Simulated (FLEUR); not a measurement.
**free Ni(001) film, 3 layers: anisotropy by force theorems**

One state of free Ni(001) film, 3 layers is converged without symmetry. Force theorems then give its anisotropy.

Main program and level: FLEUR MaX-R8.1; PBE; all-electron FLAPW film, Dirac cores, scalar-relativistic bands.

**1. The structure**

The cell holds 3 atoms: 3 Ni. Its edges and angles: a = 2.492 Å, b = 2.492 Å, c = 17.524 Å, α = 90.0°, β = 90.0°, γ = 90.0°. Layers at typed spacings, unrelaxed. Vacuum lies along c.

Structure file:

```xyz
3
Lattice="2.4917 0.0000 0.0000 0.0000 2.4917 0.0000 0.0000 0.0000 17.5238" Properties=species:S:1:pos:R:3
Ni    0.0000    0.0000    7.0000
Ni    1.2458    1.2458    8.7619
Ni    0.0000    0.0000   10.5238
```

**2. Self-consistent state**

The force theorems are single passes in this state's potential, so it has to be converged first.

No symmetry is used, so that later steps may turn the spins freely; k and −k are joined. FLEUR takes the sheet as a true film: the images along c are dropped, heights are typed in bohr, and the vacuum on both sides is semi-infinite. inpgen writes inp.xml from crystal.txt; cutoffs, mixing, functional, smearing and local orbitals are then set in the file. The k list scf (kpts.xml, not shown) is a Γ-centred 12×12×1 mesh; where the ranks do not divide the number of points, some are split in two of half the weight.

Input file inp.xml:

```
<?xml version="1.0" encoding="UTF-8" standalone="no"?>
<fleurInput fleurInputVersion="0.39">
   <comment>
      Ni
   </comment>
   <calculationSetup>
      <cutoffs Kmax="3.66" Gmax="11.0" GmaxXC="11.0" numbands="0"/>
      <scfLoop itmax="150" minDistance="0.00002" maxIterBroyd="15" imix="Anderson" alpha="0.03" precondParam="0.0" spinf="2.0" sdNocoIR="T"/>
      <coreElectrons ctail="F" frcor="F" kcrel="0" coretail_lmax="0"/>
      <xcFunctional name="pbe" relativisticCorrections="F"/>
      <magnetism jspins="2" l_noco="F" l_ss="F">
         <qss>0.0 0.0 0.0</qss>
         <mtNocoParams l_mperp="F" l_mtNocoPot="F" l_relaxSQA="F" mag_mixing_scheme="0" mix_RelaxWeightOffD="1.0" l_constrained="F" mix_constr="1.0"/>
         <sourceFreeMag l_sourceFree="F" l_scaleMag="F" mag_scale="1.0"/>
      </magnetism>
      <soc l_soc="F" theta="0.0" phi="0.0" spav="F"/>
      <expertModes spex="0" secvar="F"/>
      <geometryOptimization l_f="F" forcealpha="1.0" forcemix="BFGS" epsdisp="0.00001" epsforce="0.00001"/>
      <ldaU l_linMix="F" mixParam="0.05" spinf="1.0"/>
   </calculationSetup>
   <cell>
      <bzIntegration valenceElectrons="54.0" mode="hist" fermiSmearingEnergy="0.00183747">
         <kPointListSelection listName="scf"/>
         <xi:include xmlns:xi="http://www.w3.org/2001/XInclude" href="kpts.xml"> </xi:include>
      </bzIntegration>
      <xi:include xmlns:xi="http://www.w3.org/2001/XInclude" href="sym.xml"> </xi:include>
      <filmLattice scale="1.0" dVac="11.94" dTilda="14.44">
         <bravaisMatrixFilm>
            <row-1>    4.7086305846658192     0.0000000000000000</row-1>
            <row-2>    0.0000000000000000     4.7086305846658192</row-2>
         </bravaisMatrixFilm>
         <vacuumEnergyParameters vacuum="1" spinUp="-.25" spinDown="-.25"/>
         <vacuumEnergyParameters vacuum="2" spinUp="-.25" spinDown="-.25"/>
      </filmLattice>
   </cell>
   <atomSpecies>
      <species name="Nickel (Ni1.000" element="Ni" atomicNumber="28">
         <mtSphere radius="2.24" gridPoints="741" logIncrement="0.016"/>
         <atomicCutoffs lmax="8" lnonsphr="6"/>
         <electronConfig flipSpins="F">
            <coreConfig>(1s1/2) (2s1/2) (2p1/2) (2p3/2)</coreConfig>
            <valenceConfig>(3s1/2) (3p1/2) (3p3/2) (4s1/2) (3d3/2) (3d5/2)</valenceConfig>
            <stateOccupation state="(3d3/2)" spinUp="1.6" spinDown="1.6"/>
            <stateOccupation state="(3d5/2)" spinUp="2.9" spinDown="1.9"/>
         </electronConfig>
         <energyParameters s="4" p="4" d="3" f="4"/>
         <lo type="SCLO" l="0" n="3" eDeriv="0"/>
         <lo type="SCLO" l="1" n="3" eDeriv="0"/>
      </species>
   </atomSpecies>
   <atomGroups>
      <atomGroup species="Nickel (Ni1.000">
         <filmPos label="                   1">.0000000000 .0000000000 -3.3294998105</filmPos>
         <force calculate="T" relaxXYZ="TTT"/>
         <nocoParams  alpha="0.0" beta="0.0"/>
      </atomGroup>
      <atomGroup species="Nickel (Ni1.000">
         <filmPos label="                   2">1.000/2.000 1.000/2.000 .0000000000</filmPos>
         <force calculate="T" relaxXYZ="TTT"/>
         <nocoParams  alpha="0.0" beta="0.0"/>
      </atomGroup>
      <atomGroup species="Nickel (Ni1.000">
         <filmPos label="                   3">.0000000000 .0000000000 3.3294998105</filmPos>
         <force calculate="T" relaxXYZ="TTT"/>
         <nocoParams  alpha="0.0" beta="0.0"/>
      </atomGroup>
   </atomGroups>
   <output dos="F" band="F" slice="F">
      <bandDOS minEnergy="-.5*Htr" maxEnergy="0.5*Htr" sigma="0.015" storeEVData="T"/>
      <plotting iplot="0" polar="F">
         <plot TwoD="T" vec1="  1.0  0.0  0.0" vec2="  0.0  1.0  0.0" vec3="  0.0  0.0  1.0" zero="  0.0  0.0 -0.5" file="plot"/>
      </plotting>
      <moessbauerParams electricFieldGradient="F" isomerShift="F" coreHyperfine="F" valenceHyperfine="F"/>
   </output>
</fleurInput>
```

Input file crystal.txt:

```
Ni
&input film=T cartesian=F /
2.49170000000  0.00000000000  0.00000000000
0.00000000000  2.49170000000  0.00000000000
0.00000000000  0.00000000000  1.00000000000
1.8897261246
1.0 1.0 1.0

3
28 0.00000000000  0.00000000000  -3.32949981046 : 1.000
28 0.50000000000  0.50000000000  0.00000000000 : 1.000
28 0.00000000000  0.00000000000  3.32949981046 : 1.000

&kpt div1=12 div2=12 div3=1 gamma=T /
```

On the command line:

```
OMP_NUM_THREADS=1 inpgen -f crystal.txt -nosym -noco > inpgen.log  # inp.xml is then edited as shown
OMP_NUM_THREADS=1 mpirun -n 4 fleur_MPI > fleur.log
```

Log:

```text
Welcome to FLEUR        (www.flapw.de)
      MaX-Release 8.1          (www.max-centre.eu)

 ========== k-point set info ==========
 Selected k-point list: scf
 k-point list type: mesh
 0 x 0 x 0
 Number of k points: 76

 ------------Calculation Setup---------------------------
 Number of MPI-tasks      :            4
 Number of PE/node        :            4
 Number of OMP-threads    :            1
 k-points in parallel     :            4
 pe's per k-point         :            1
 No of k-point loops      :           19
 Eigenvalue solver        :       lapack
 Number of basis functions:          292
 Approximate size of matrices (H+S) per k-point:         0.003 GB
 --------------------------------------------------------
 Iteration:     1   Distance:      22.33896262 me/bohr^3
 Iteration:     2   Distance:      15.88846044 me/bohr^3
 Iteration:     3   Distance:      16.85915227 me/bohr^3
 Iteration:     4   Distance:      16.94554563 me/bohr^3
 Iteration:     5   Distance:       7.85360981 me/bohr^3
 Iteration:     6   Distance:       7.69851722 me/bohr^3
 Iteration:     7   Distance:       6.28479499 me/bohr^3
 Iteration:     8   Distance:       4.01124587 me/bohr^3
 Iteration:     9   Distance:       3.92136685 me/bohr^3
 Iteration:    10   Distance:       3.04296892 me/bohr^3
[... 16 iterations left out ...]
 Iteration:    27   Distance:       0.00084058 me/bohr^3
 Iteration:    28   Distance:       0.00081619 me/bohr^3
 Iteration:    29   Distance:       0.00026245 me/bohr^3
 Iteration:    30   Distance:       0.00022890 me/bohr^3
 Iteration:    31   Distance:       0.00024385 me/bohr^3
 Iteration:    32   Distance:       0.00021192 me/bohr^3
 Iteration:    33   Distance:       0.00010744 me/bohr^3
 Iteration:    34   Distance:       0.00007693 me/bohr^3
 Iteration:    35   Distance:       0.00002354 me/bohr^3
 Iteration:    36   Distance:       0.00001585 me/bohr^3

 ********************************************************************
 Run finished successfully
 Stop message:
   all done
 ********************************************************************

--- out.xml (last complete iteration) ---
<iteration numberForCurrentRun="   36" overallNumber="   36">
         [... left out ...]
         <bandgap value="-0.0000000001" units="eV"/>
         <sumValenceSingleParticleEnergies value="-76.5371317984" units="Htr"/>
         <FermiEnergy value="-0.1798242247" units="Htr"/>
         <valenceDensity>
            <mtCharges spin="1">
               <mtCharge atomType="1" total="8.8111615" s="1.1951954" p="3.1170212" d="4.4891743" f="0.0073897"/>
               <mtCharge atomType="2" total="8.8352640" s="1.2000509" p="3.1737368" d="4.4462454" f="0.0116293"/>
               <mtCharge atomType="3" total="8.8111615" s="1.1951954" p="3.1170212" d="4.4891743" f="0.0073897"/>
            </mtCharges>
            <mtCharges spin="2">
               <mtCharge atomType="1" total="8.0342688" s="1.1949324" p="3.1292359" d="3.7001529" f="0.0076129"/>
               <mtCharge atomType="2" total="8.1359625" s="1.2046018" p="3.1910810" d="3.7241260" f="0.0125793"/>
               <mtCharge atomType="3" total="8.0342689" s="1.1949324" p="3.1292359" d="3.7001529" f="0.0076129"/>
            </mtCharges>
            <spinDependentCharge spin="1" total="28.0761391" interstitial="1.5251663" mtSpheres="26.4575870" vacuum1="0.0466929" vacuum2="0.0466929"/>
            <spinDependentCharge spin="2" total="25.9238611" interstitial="1.6201418" mtSpheres="24.2045001" vacuum1="0.0496096" vacuum2="0.0496096"/>
            <totalCharge value="54.0000002428"/>
         </valenceDensity>
         [... left out ...]
         <allElectronCharges>
            <spinDependentCharge spin="1" total="43.0761391" interstitial="1.5251663" mtSpheres="41.4575870" vacuum1="0.0466929" vacuum2="0.0466929"/>
            <spinDependentCharge spin="2" total="40.9238611" interstitial="1.6201418" mtSpheres="39.2045001" vacuum1="0.0496096" vacuum2="0.0496096"/>
            <totalCharge value="84.0000002439"/>
         </allElectronCharges>
         <magneticMomentsInMTSpheres units="muBohr">
            <globalMagMoment atomType="1" vec="0.00000   0.00000   0.77689"/>
            <localMagMoment atomType="1" vec="0.00000   0.00000   0.77689"/>
            <globalMagMoment atomType="2" vec="0.00000   0.00000   0.69930"/>
            <localMagMoment atomType="2" vec="0.00000   0.00000   0.69930"/>
            <globalMagMoment atomType="3" vec="0.00000   0.00000   0.77689"/>
            <localMagMoment atomType="3" vec="0.00000   0.00000   0.77689"/>
         </magneticMomentsInMTSpheres>
         <moessbauerParams unitsHFF="kG" unitsIS="e/bohr^3" unitsEFG="Htr/bohr^2">
         </moessbauerParams>
         <totalEnergy value="    -4562.4270036515" units="Htr">
            <sumOfEigenvalues value="    -2658.4859669522">
               <coreElectrons value="-2581.9488351538"/>
               <valenceElectrons value="-76.5371317984"/>
            </sumOfEigenvalues>
            <densityCoulombPotentialIntegral value="-7045.7650169182"/>
            <densityEffectivePotentialIntegral value="-7293.4935798701"/>
            <chargeDenXCDenIntegral value="-190.7037866988"/>
            <FockExchangeEnergyValence value="0.0000000000"/>
            <FockExchangeEnergyCore value="0.0000000000"/>
            <atomTypeDependentContributions atomType="1">
               <electronNucleiInteractionDifferentMTs value="1823.3511831200"/>
               <MadelungTerm value="-4.6511540120"/>
            </atomTypeDependentContributions>
            <atomTypeDependentContributions atomType="2">
               <electronNucleiInteractionDifferentMTs value="1824.1070615205"/>
               <MadelungTerm value="-3.7365856293"/>
            </atomTypeDependentContributions>
            <atomTypeDependentContributions atomType="3">
               <electronNucleiInteractionDifferentMTs value="1823.3511831025"/>
               <MadelungTerm value="-4.6511540272"/>
            </atomTypeDependentContributions>
            <tkbTimesEntropy value="0.0016363275"/>
            <freeEnergy value="-4562.4286399791"/>
            <extrapolationTo0K value="-4562.4278218153"/>
         </totalEnergy>
         <densityConvergence units="me/bohr^3">
            <chargeDensity spin="1" distance="0.0000086380"/>
            <chargeDensity spin="2" distance="0.0000129314"/>
            <overallChargeDensity distance="0.0000152499"/>
            <spinDensity distance="0.0000158464"/>
         </densityConvergence>
      </iteration>
```

Elapsed: 3.7 min, on 4 MPI ranks of Arm Neoverse N1, shared host; peak memory 0.77 GiB; 15 min of CPU time.

Spin moment in the muffin-tin sphere by atom:

```
atom  spin moment in the muffin-tin sphere (μB)
 Ni1                                      0.777
 Ni2                                      0.699
 Ni3                                      0.777
```

This step gave:

```
free energy   : -124150.0079 eV
magnetization : 2.152 μB
final state   : ferromagnetic
```

After 36 cycles the largest moment stands at 0.777 μB.

**3. Energy against the direction of the moments, rung 1**

Anisotropy is a small difference, so it is taken from sums over occupied states at a frozen potential, where most errors cancel.

One pass with spin–orbit coupling for each direction, from the saved density. Inversion lets half of the mesh serve, which the program's warning doesn't know. The k list mae (kpts.xml, not shown) is a Γ-centred 20×20×1 mesh.

Changes to inp.xml since step 2:

```diff
@@ -6,4 +6,4 @@
    <calculationSetup>
-      <cutoffs Kmax="3.66" Gmax="11.0" GmaxXC="11.0" numbands="0"/>
-      <scfLoop itmax="150" minDistance="0.00002" maxIterBroyd="15" imix="Anderson" alpha="0.03" precondParam="0.0" spinf="2.0" sdNocoIR="T"/>
+      <cutoffs Kmax="3.66" Gmax="11.0" GmaxXC="11.0" numbands="102"/>
+      <scfLoop itmax="1" minDistance="0.00002" maxIterBroyd="15" imix="Anderson" alpha="0.03" precondParam="0.0" spinf="2.0" sdNocoIR="T"/>
       <coreElectrons ctail="F" frcor="F" kcrel="0" coretail_lmax="0"/>
@@ -15,3 +15,3 @@
       </magnetism>
-      <soc l_soc="F" theta="0.0" phi="0.0" spav="F"/>
+      <soc l_soc="T" theta="0.0" phi="0.0" spav="F"/>
       <expertModes spex="0" secvar="F"/>
@@ -22,3 +22,3 @@
       <bzIntegration valenceElectrons="54.0" mode="hist" fermiSmearingEnergy="0.00183747">
-         <kPointListSelection listName="scf"/>
+         <kPointListSelection listName="mae"/>
          <xi:include xmlns:xi="http://www.w3.org/2001/XInclude" href="kpts.xml"> </xi:include>
@@ -74,2 +74,5 @@
    </output>
+   <forceTheorem>
+      <MAE theta="0.0 1.5707963 1.5707963" phi="0.0 0.0 1.5707963"/>
+   </forceTheorem>
 </fleurInput>
```

On the command line:

```
OMP_NUM_THREADS=1 mpirun -n 4 fleur_MPI -warn_only > fleur.log
```

Log:

```text
[banner, memory and clock lines left out]
Welcome to FLEUR        (www.flapw.de)
      MaX-Release 8.1          (www.max-centre.eu)
************FLEUR-Warning*****************
Error message: k-point set is not compatible to missing time-reversal symmetry in calculation.
Error occurred in subroutine: gen_bz
Error from PE:0/4
************FLEUR-Warning*****************
Error message: k-point set is not compatible to missing time-reversal symmetry in calculation.
Error occurred in subroutine: gen_bz
Error from PE:1/4
*****************************************
Other PEs with error messages:
     1-k-point set is not compatible to missing time-reversal symmetry in calculation.
     2-k-point set is not compatible to missing time-reversal symmetry in calculation.
     3-k-point set is not compatible to missing time-reversal symmetry in calculation.
*****************************************

 ========== k-point set info ==========
 Selected k-point list: mae
 k-point list type: mesh
 0 x 0 x 0
 Number of k points: 204

 [... set-up left out ...]
 ********************************************************************
 Run finished successfully
 Stop message:
   Forcetheorem MAE
 ********************************************************************

--- out.xml (force theorem) ---
<Forcetheorem_MAE Angles="3" units="Htr">
            <Angle theta="0.0000000" phi="0.0000000" ev-sum="-76.540059378"/>
            <Angle theta="1.5707963" phi="0.0000000" ev-sum="-76.540087724"/>
            <Angle theta="1.5707963" phi="1.5707963" ev-sum="-76.540087724"/>
         </Forcetheorem_MAE>
```

Wall time 61 s (4 MPI ranks); peak memory 0.78 GiB.

Anisotropy energies, by row:

```
axis  x  y  z  band energy less the first axis' (meV a cell)
   z  0  0  1                                              0
   x  1  0  0                                        -0.7713
   y  0  1  0                                        -0.7713
```

Shape anisotropy is not in these numbers.

**4. Anisotropy by the force theorem, rung 2**

A second rung shows how far the first can be trusted.

The k list mae (kpts.xml, not shown) is a Γ-centred 30×30×1 mesh.

inp.xml is that of step 3.

Log:

```text
[banner, memory and clock lines left out]
Welcome to FLEUR        (www.flapw.de)
      MaX-Release 8.1          (www.max-centre.eu)
************FLEUR-Warning*****************
Error message: k-point set is not compatible to missing time-reversal symmetry in calculation.
Error occurred in subroutine: gen_bz
Error from PE:0/4
Other PEs with error messages:
     3-k-point set is not compatible to missing time-reversal symmetry in calculation.
*****************************************

 ========== k-point set info ==========
 Selected k-point list: mae
 k-point list type: mesh
 0 x 0 x 0
 Number of k points: 452

 [... set-up left out ...]
 ********************************************************************
 Run finished successfully
 Stop message:
   Forcetheorem MAE
 ********************************************************************

--- out.xml (force theorem) ---
<Forcetheorem_MAE Angles="3" units="Htr">
            <Angle theta="0.0000000" phi="0.0000000" ev-sum="-76.539989066"/>
            <Angle theta="1.5707963" phi="0.0000000" ev-sum="-76.540017570"/>
            <Angle theta="1.5707963" phi="1.5707963" ev-sum="-76.540017570"/>
         </Forcetheorem_MAE>
```

The job ended after 2.2 min (4 MPI ranks; peak memory 1.2 GiB; 8.8 min of CPU time).

Anisotropy energies, by row:

```csv
axis,x,y,z,band energy less the first axis' (meV a cell)
z,0,0,1,0
x,1,0,0,-0.7756
y,0,1,0,-0.7756
```

(Part 1 of 2 ends here.)

[Logs and program files are shortened in this print: banners, set-up blocks, solver, clock and traceback lines can be left out without a mark of their own.]

[Logs are printed without paths, hosts, clocks, repeated set-up lines and the standing remarks that a program may print on its own settings, such as how far it seeks lower states.]

[Hosts, paths, dates, database ids (printed as entryN), source tags and the programs' standing remarks are cut or masked in the printed files.]

[Where a cell is said to come from a database of computed structures, the database is the Materials Project.]
